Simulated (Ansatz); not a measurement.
## Phonons of TiC (Fm-3m) against volume

Aim: how do the optical modes of TiC (Fm-3m) move with volume?

Program: Ansatz 0.2.0. Level of theory: DFT LDA, scalar-relativistic, plane waves, PAW; PAW set soft_1. Results are calculated unless marked as measured.

Report form: the programs' logs are mostly left out.

The database entry behind the starting cell differs from later determinations by our own check (0.1 to 0.3 % short, probably kX units), so it need not match the best structure at ambient conditions.

### Step 1. Set-up

It takes space group Fm-3m (No. 225, cubic). The conventional cell has a = 4.319 Å, b = 4.319 Å, c = 4.319 Å, α = 90.00°, β = 90.00°, γ = 90.00°. C has 6 Ti at 2.16 Å nearest. Ti has 6 C at 2.16 Å nearest. Farther neighbours are not listed.

### Step 2. A rough relaxation first

The start is far from rest, so a relaxation with loose tolerances brings it close first.

The input, input.yaml:

```yaml
crystal:
  lattice:
    - [0.0, 2.1593, 2.1593]
    - [2.1593, 0.0, 2.1593]
    - [2.1593, 2.1593, 0.0]
  atoms:
    - { symbol: C, position: [0.5, 0.5, 0.5] }
    - { symbol: Ti, position: [0.0, 0.0, 0.0] }
kpoints:
  mp_grid: { grid: [8, 8, 8] }
hamiltonian:
  xc: lda
  pseudopotentials: { kind: paw, azcp: { folder: soft_1 }, xc_functional: pbe }
scf:
  occupations: { method: gaussian, width: 0.1 }
output:
  forces: true
  stress: true
  eigenvalues: true
relax:
  adjacent_minimum: "off"
  f_tol: 0.05
  max_steps: 80
  cell: { stress_tol: 0.5 }
```

The run is started by

```sh
$ ansatz run input.yaml --threads 4 --pin off --max-ram 10240MiB --backend cpu --events-out ev --progress --plain --runs-dir out
```

The job ended after 1.1 s (4 threads of AMD EPYC 7B13 (Zen 3), shared host; peak memory 0.34 GiB).

Step by step:

```
step  energy less that of the first step (eV)  largest force component (eV/Å)  pressure (GPa)  volume (Å³)
   1                                   0.0000                          0.0000          -10.51        20.14
   2                                  -0.0276                          0.0000           -1.19        19.43
   3                                  -0.0281                          0.0000            0.07        19.34
  4*                                  -0.0271                          0.0000            0.00        19.34
```

Relaxation steps marked * repeat the geometry before them on a plane-wave basis chosen anew for their cell, so energy and pressure can jump there.

The run keeps the 48 symmetry operations that it works with, so distortions that break them were not tested.

```
conventional cell, symmetrised  before  after  change
                         a (Å)   4.319  4.261  -1.3 %
                         b (Å)   4.319  4.261  -1.3 %
                         c (Å)   4.319  4.261  -1.3 %
              volume (Å³/atom)   10.07   9.67  -4.0 %
```

Final coordinates:

```
C Ti
1.0
     0.00000    2.13041    2.13041
     2.13041    0.00000    2.13041
     2.13041    2.13041    0.00000
C Ti
1 1
Direct
  0.50000 0.50000 0.50000
  0.00000 0.00000 0.00000
```

This step gave:

| Item | Value |
| --- | --- |
| pressure | -7.42e-5 GPa |
| volume per atom | 9.669 Å³ |
| gap on the k-mesh | 0 eV |

In this step the volume went from 10.07 to 9.67 Å³/atom.

### Step 3. Relaxation

Harmonic phonons are second derivatives at a point where the forces vanish, and they are wanted at zero stress, so atoms and cell are relaxed first.

input.yaml, the sections that differ from step 2:

```yaml
crystal:
  lattice:
    - [0.0, 2.1304133787, 2.1304133787]
    - [2.1304133787, 0.0, 2.1304133787]
    - [2.1304133787, 2.1304133787, 0.0]
  atoms:
    - { symbol: C, position: [0.5, 0.5, 0.5] }
    - { symbol: Ti, position: [0.0, 0.0, 0.0] }
kpoints:
  mp_grid: { grid: [16, 16, 16] }
output:
  forces: true
  stress: true
  eigenvalues: true
  write_density: true
  write_potential: true
  elf: true
  volumetric_format: npy
relax:
  adjacent_minimum: "off"
  f_tol: 0.005
  max_steps: 80
  cell: { stress_tol: 0.05 }
# hamiltonian, scf: as in step 2
```

The job ended after 1.6 s (4 threads; peak memory 0.4 GiB; 5 s of CPU time).

Little changed from the start: no atom moved by 0.005 Å and no cell edge by 0.1 %.

This step gave:

| Quantity | Value |
| --- | --- |
| pressure | -0.009550 GPa |

ELF in the ac plane of the conventional cell at fractional y = 0.000, with atoms of C and Ti within 0.2 Å of it. It is the smooth field of the valence electrons, not physical close to the nuclei.

Ten even steps from '0' (0.10) to '9' (0.76), each cell a mean:
```
89627942794389
87217998994148
42014777762013
54321123211244
99830266411699
58942799842797
05954887963782
27943898962794
89941488721799
77620134201477
32112445432112
64116999983026
98427975894279
79637820595488
```
Columns run along a (4.3 Å), rows up along c (4.3 Å), edges of the conventional cell, whose origin can differ from the input's. Atoms in or near the plane, at fractional coordinates: C at (0.50, 0.00), C at (0.00, 0.50), Ti at (0.00, 0.00), Ti at (0.50, 0.50).

Valence density in the ac plane of the conventional cell at fractional y = 0.000, with atoms of C and Ti within 0.2 Å of it. It is the smooth field of the valence electrons, not physical close to the nuclei.

Ten even steps from '0' (0 e/Å³) to '9' (11 e/Å³), each cell a mean:
```
85100011100037
32000000000013
00000000000000
00000000000000
00000011100000
10000256310001
11000389610001
11000378510001
00000133200000
00000000000000
00000000000000
11000000000001
63100011000025
96100011100038
```
Columns run along a (4.3 Å), rows up along c (4.3 Å), edges of the conventional cell, whose origin can differ from the input's. Atoms in or near the plane, at fractional coordinates: C at (0.50, 0.00), C at (0.00, 0.50), Ti at (0.00, 0.00), Ti at (0.50, 0.50).

Electrostatic potential energy in the ac plane of the conventional cell at fractional y = 0.000, with atoms of C and Ti within 0.2 Å of it. With pseudopotentials it is smooth inside the atoms' cores, unlike the true potential.

Values in eV, 14 rows by 14 columns, each cell a mean:
```
-28 -26 -14   5  10  -9 -35 -39 -25   3  10  -4 -21 -27
-23 -18  -4  10  13   7  -9 -14  -1  11  13   5 -12 -21
 -6   0   9  14  15  13  10   8  12  15  15  12   5  -4
  9  11  14  15  14  10   5   3   7  12  15  15  13  10
 -1   7  14  14   9  -4 -14 -16 -11   2  12  15  11   3
-31 -15   7  11   0 -18 -26 -26 -23 -11   7  12  -1 -25
-40 -31  -1   9  -6 -23 -28 -28 -26 -16   3   8 -14 -39
-39 -25   3  10  -4 -21 -27 -28 -26 -14   5  10  -9 -35
-14  -1  11  13   5 -12 -21 -23 -18  -4  10  13   7  -9
  8  12  15  15  12   5  -4  -6   0   9  14  15  13  10
  3   7  12  15  15  13  10   9  11  14  15  14  10   5
-16 -11   2  12  15  11   3  -1   7  14  14   9  -4 -14
-26 -23 -11   7  12  -1 -25 -31 -15   7  11   0 -18 -26
-28 -26 -16   3   8 -14 -39 -40 -31  -1   9  -6 -23 -28
```
Columns run along a (4.3 Å; values clipped at the 3rd and 97th percentile), rows up along c (4.3 Å), edges of the conventional cell, whose origin can differ from the input's. Atoms in or near the plane, at fractional coordinates: C at (0.50, 0.00), C at (0.00, 0.50), Ti at (0.00, 0.00), Ti at (0.50, 0.50).

In this step the volume went from 9.67 to 9.67 Å³/atom.

### Step 4. Tight relaxation

Phonons need small forces and stress, so the relaxation is finished with tight tolerances on 16×16×16 k points.

input.yaml, the sections that differ from step 3:

```yaml
scf:
  occupations: { method: methfessel_paxton, width: 0.2 }
output:
  forces: true
  stress: true
  eigenvalues: true
relax:
  adjacent_minimum: "off"
  f_tol: 0.001
  max_steps: 60
  cell: { stress_tol: 0.01 }
# crystal, kpoints, hamiltonian: as in step 3
```

The job ended after 1.4 s (4 threads; peak memory 0.41 GiB; 4.4 s of CPU time).

Little changed from the start: no atom moved by 0.005 Å and no cell edge by 0.1 %.

This step gave:

* pressure: -0.008301 GPa

The forces vanish by symmetry and the pressure is -0.008 GPa, within the tolerances set. The cell now holds 9.67 Å³/atom.

### Step 5. Modes at rest

Phonons follow from the second derivative of the energy, found here by linear response.

The modes at rest are the reference of the series.

Changes to input.yaml since step 4:

```diff
@@ -16,9 +16,4 @@
 output:
-  forces: true
-  stress: true
   eigenvalues: true
-relax:
-  adjacent_minimum: "off"
-  f_tol: 0.001
-  max_steps: 60
-  cell: { stress_tol: 0.01 }
+phonons:
+  method: dfpt
```

Wall time 5.9 s (4 threads); peak memory 0.61 GiB; 20 s of CPU time.

This step gave:

```yaml
sum_rule_residual_before_enforcement: 6.11e-5 eV/Å²
point_group: m-3m
highest_optical_mode_at_the_zone_centre_no_lo_to_term: 554.9 cm⁻¹
lowest_optical_zone_centre_mode: 554.9 cm⁻¹
```

Patterns of degenerate modes are one choice out of their space. Modes at Γ, with each element's share of the kinetic energy:

```
mode  frequency (cm⁻¹)  symmetry  C %  Ti %
   1               0.0  acoustic   20    80
   2               0.0  acoustic   20    80
   3               0.0  acoustic   20    80
   4             554.9       T1u   80    20
   5             554.9       T1u   80    20
   6             554.9       T1u   80    20
```

Displacements in mode 4 (554.9 cm⁻¹), the largest set to 1:
```
C1   0.00  0.00  1.00
Ti2  0.00  0.00 -0.25
```

Before it was imposed, the acoustic sum rule was missed by 6.1e-5 eV/Å². Small misses are needed for a sound result but don't prove that mesh and cutoff are converged. The lowest optical mode is real, 555 cm⁻¹.

### Step 6. Ground state of a member: 1.06 times the volume at rest

The cell is set to 1.06 times the volume at rest; symmetry leaves nothing else free, so this is a single point.

input.yaml, the sections that differ from step 5:

```yaml
crystal:
  lattice:
    - [0.0, 2.172196798, 2.172196798]
    - [2.172196798, 0.0, 2.172196798]
    - [2.172196798, 2.172196798, 0.0]
  atoms:
    - { symbol: C, position: [0.5, 0.5, 0.5] }
    - { symbol: Ti, position: [0.0, 0.0, 0.0] }
output:
  forces: true
  stress: true
  eigenvalues: true
# kpoints, hamiltonian, scf: as in step 5
# phonons: removed
```

Wall time 0.73 s (4 threads); peak memory 0.38 GiB; 2.1 s of CPU time.

Numbers from this step:

```yaml
pressure: -14.63 GPa
volume_per_atom: 10.25 Å³
```

The forces vanish by symmetry, at a pressure of -14.63 GPa.

### Step 7. Zone-centre modes of the member: 1.06 times the volume at rest

The zone-centre modes follow for 1.06 times the volume at rest.

Changes to input.yaml since step 6:

```diff
@@ -16,4 +16,4 @@
 output:
-  forces: true
-  stress: true
   eigenvalues: true
+phonons:
+  method: dfpt
```

The job ended after 6 s (4 threads; peak memory 0.63 GiB; 21 s of CPU time).

Numbers from this step:

```
sum-rule residual before enforcement                    : 1.47e-5 eV/Å²
highest optical mode at the zone centre (no LO-TO term) : 495.2 cm⁻¹
lowest optical zone-centre mode                         : 495.2 cm⁻¹
```

Patterns of degenerate modes are one choice out of their space. Modes at Γ, with each element's share of the kinetic energy:

```
mode  frequency (cm⁻¹)  symmetry  C %  Ti %
   1               0.0  acoustic   20    80
   2               0.0  acoustic   20    80
   3               0.0  acoustic   20    80
   4             495.2       T1u   80    20
   5             495.2       T1u   80    20
   6             495.2       T1u   80    20
```

The optical mode lies at 495.2 cm⁻¹.

Between step 5 and this run (volume ratio 1.06) the value for the highest optical mode at the zone centre (no LO-TO term) moves from 555 cm⁻¹ to 495 cm⁻¹ (-11 %).

### Step 8. Ground state of a member: 0.9 times the volume at rest

The cell is set to 0.9 times the volume at rest; symmetry leaves nothing else free, so this is a single point.

input.yaml, the sections that differ from step 7:

```yaml
crystal:
  lattice:
    - [0.0, 2.056891502, 2.056891502]
    - [2.056891502, 0.0, 2.056891502]
    - [2.056891502, 2.056891502, 0.0]
  atoms:
    - { symbol: C, position: [0.5, 0.5, 0.5] }
    - { symbol: Ti, position: [0.0, 0.0, 0.0] }
output:
  forces: true
  stress: true
  eigenvalues: true
# kpoints, hamiltonian, scf: as in step 7
# phonons: removed
```

The job ended after 0.62 s (4 threads; peak memory 0.37 GiB; 1.7 s of CPU time).

This step gave:

| Item | Value |
| --- | --- |
| pressure | 36.65 GPa |
| volume per atom | 8.702 Å³ |

The forces vanish by symmetry, at a pressure of 36.65 GPa.

### Step 9. Modes of this member: 0.9 times the volume at rest

The zone-centre modes follow for 0.9 times the volume at rest.

Changes to input.yaml since step 8:

```diff
@@ -16,4 +16,4 @@
 output:
-  forces: true
-  stress: true
   eigenvalues: true
+phonons:
+  method: dfpt
```

Run time: 4.9 s. Hardware: 4 threads; peak memory 0.59 GiB; 17 s of CPU time.

Numbers from this step:

* sum-rule residual before enforcement: 2.80e-5 eV/Å²
* highest optical mode at the zone centre (no LO-TO term): 663.3 cm⁻¹
* lowest optical zone-centre mode: 663.3 cm⁻¹

Patterns of degenerate modes are one choice out of their space. Modes at Γ, with each element's share of the kinetic energy:

```
mode  frequency (cm⁻¹)  symmetry  C %  Ti %
   1               0.0  acoustic   20    80
   2               0.0  acoustic   20    80
   3               0.0  acoustic   20    80
   4             663.3       T1u   80    20
   5             663.3       T1u   80    20
   6             663.3       T1u   80    20
```

The optical mode lies at 663.3 cm⁻¹.

For the highest optical mode at the zone centre (no LO-TO term), step 5 gave 555 cm⁻¹; this run, with volume ratio 0.9, gives 663 cm⁻¹ (+20 %).

### Step 10. The series together

The members are set side by side, also those not shown above.

Each row is one cell with its response, relaxed at fixed volume as far as symmetry leaves anything free; energies are extrapolated to zero smearing, and E0 is that at rest; shape and atoms are relaxed in each cell where symmetry leaves them free; all runs use 16×16×16 k points and Methfessel-Paxton smearing of 0.2 eV. State of the crystal along the series:

```
volume ratio  V (Å³/atom)  pressure (GPa)  E - E0 (meV/atom)
         0.9        8.702           36.65              101.3
        0.92        8.896           27.77              62.52
        0.94        9.089           19.75              33.93
        0.96        9.283           12.49              14.54
        0.98        9.476           5.928               3.51
        0.99        9.572           2.885             0.8586
           1        9.669       -0.008301                  0
        1.02        9.863          -5.379              3.305
        1.04        10.06          -10.24              12.78
        1.06        10.25          -14.63              27.84
```

Each mode is tracked from rest by its pattern, and modes that stay within 0.3 cm⁻¹ of each other stand once; shape and atoms are relaxed in each cell where symmetry leaves them free; all runs use 16×16×16 k points and Methfessel-Paxton smearing of 0.2 eV. Optical modes along the series:

```
V (Å³/atom)  mode 4 T1u (cm⁻¹)
      8.702              663.3
      8.896              640.6
      9.089              618.5
      9.283              596.9
      9.476              575.6
      9.572              565.2
      9.669              554.9
      9.863              534.6
      10.06              514.7
      10.25              495.2
```

From cubic fits (parabolas where under five rows exist) of ln ω and P against ln V through the rows within about 4 % of rest: γ = −d ln ω / d ln V and dω/dP = γ ω / B. Slopes at rest:

```
      mode  fitted frequency at rest (cm⁻¹)  Grüneisen parameter γ  dω/dP (cm⁻¹/GPa)
mode 4 T1u                            554.9                   1.85              3.64
```

### Step 11. Outcome

```yaml
members: 10
highest_optical_mode_at_the_zone_centre_no_lo_to_term_at_rest: 554.9 cm⁻¹
bulk_modulus_at_rest: 282 GPa
mode_4_t1u_gamma: 1.85
```

The series spans -14.6 to 36.7 GPa, and the slope at rest gives a bulk modulus of 282 GPa. The optical mode has γ = 1.85 and moves by 3.6 cm⁻¹ for each GPa. One k mesh and one cutoff serve the ground states and modes of all volumes. These are harmonic frequencies at zero temperature: anharmonic shifts, linewidths and thermal expansion are left out. With no gap, or one that is small against the smearing, the frequencies hang on the k mesh and the smearing, most of all near Kohn anomalies. The PAW files were made for PBE; the program adapts parts of them to the functional of the run, but their partial waves stay those of PBE, an approximation that was not tested in this session. Only the zone centre was solved, so an instability at another wavevector cannot show here.

[Logs are printed without paths, hosts, clocks, repeated set-up lines and the standing remarks that a program may print on its own settings, such as how far it seeks lower states.]

[Hosts, paths, dates, database ids (printed as entryN), source tags and the programs' standing remarks are cut or masked in the printed files.]
